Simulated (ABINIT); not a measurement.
Computed results, one entry a study.

## Quasiparticle gap of BaH2 (P6_3/mmc) in ABINIT

It takes space group P6_3/mmc (No. 194, hexagonal). Conventional cell: a = 4.462 Å, b = 4.462 Å, c = 6.055 Å, α = 90.00°, β = 90.00°, γ = 120.00°. Nearest to Ba lie 11 H at 2.58 to 3.03 Å. Nearest to H lie 5 Ba at 2.58 to 3.03 Å and 6 H at 2.99 Å. Nearest to H lie 6 Ba at 2.99 Å and 8 H at 2.99 to 3.03 Å. Farther neighbours are not listed.

```
method               : RPA screening on PBEsol with spin-orbit coupling, plane waves, norm-conserving pseudopotentials (and 2 further levels or steps)
program              : ABINIT 10.8.3
settings of one run  : cutoff 32 Ha, PseudoDojo fully relativistic 0.4 standard, norm-conserving, ngkpt (3, 3, 2), nband 212, ecuteps 4.4 Ha, shiftk (0, 0, 0), symchi 1, awtr 1, frequency ppm, 3×3×2 k-mesh
cost                 : 5 runs, 10 min in all on 8 MPI ranks of Intel Xeon Platinum 8259CL at 2.50GHz (Skylake/Cascade Lake), shared host (the runs of this entry)
notes                : The program’s warnings: Neglecting <n,k|[Vnl,iqr]|m,k> and nproc spkpt=  >= nkpt= * nsppol=. The cell and positions are those that the Materials Project relaxed with its own functionals (PBE, PBE+U or r2SCAN), kept fixed. Limits: screening head approximate. Only 2 of the mesh’s irreducible points were corrected, so a valley elsewhere could overtake. Bands and cutoff are finite, so the gap is not at the basis limit. The miss can reach some tenths of an eV and take either sign; the mesh is an error of its own. The 3×3×2 mesh is coarse for this cell, which bears on the long-range parts of exchange and screening.
PBEsol gap           : 1.45 eV, indirect
G0W0 gap on the mesh : 2.95 eV
GW settings          : 3×3×2 mesh, 212 bands, screening to 119.7 eV, Godby-Needs plasmon pole
known limits         : not at the basis limit; screening head approximate; coarse k mesh
```

G0W0 moves the gap on the mesh from 1.45 eV to 2.95 eV (+1.50 eV), with Z of 0.77 and 0.81 at the edges. Local fields lower the RPA ε∞ on this mesh from 6.42 to 5.79; a Γ-centred mesh this coarse tends to raise both, most where the direct gap is narrow, while a short band sum lowers them.

[Paths, hosts, dates, memory and timing lines, banners, echoed tables and standing remarks are left out of the program output.]

[Logs are printed without paths, hosts, clocks, repeated set-up lines and the standing remarks that a program may print on its own settings, such as how far it seeks lower states.]

[Runs of the session that timed out or met a known fault of the program may be left out.]

[Hosts, paths, dates, database ids (printed as entryN), source tags and the programs' standing remarks are cut or masked in the printed files.]

[G0W0 gaps are taken among the corrected bands and points alone; a level outside them can change the order at an edge.]

[Where Ansatz stands beside ABINIT at settings called matched, ABINIT's density can come from a denser mesh and the files from another edition; pairs whose starting gaps differed by over 0.03 eV were left out, so agreement reads better than it is.]
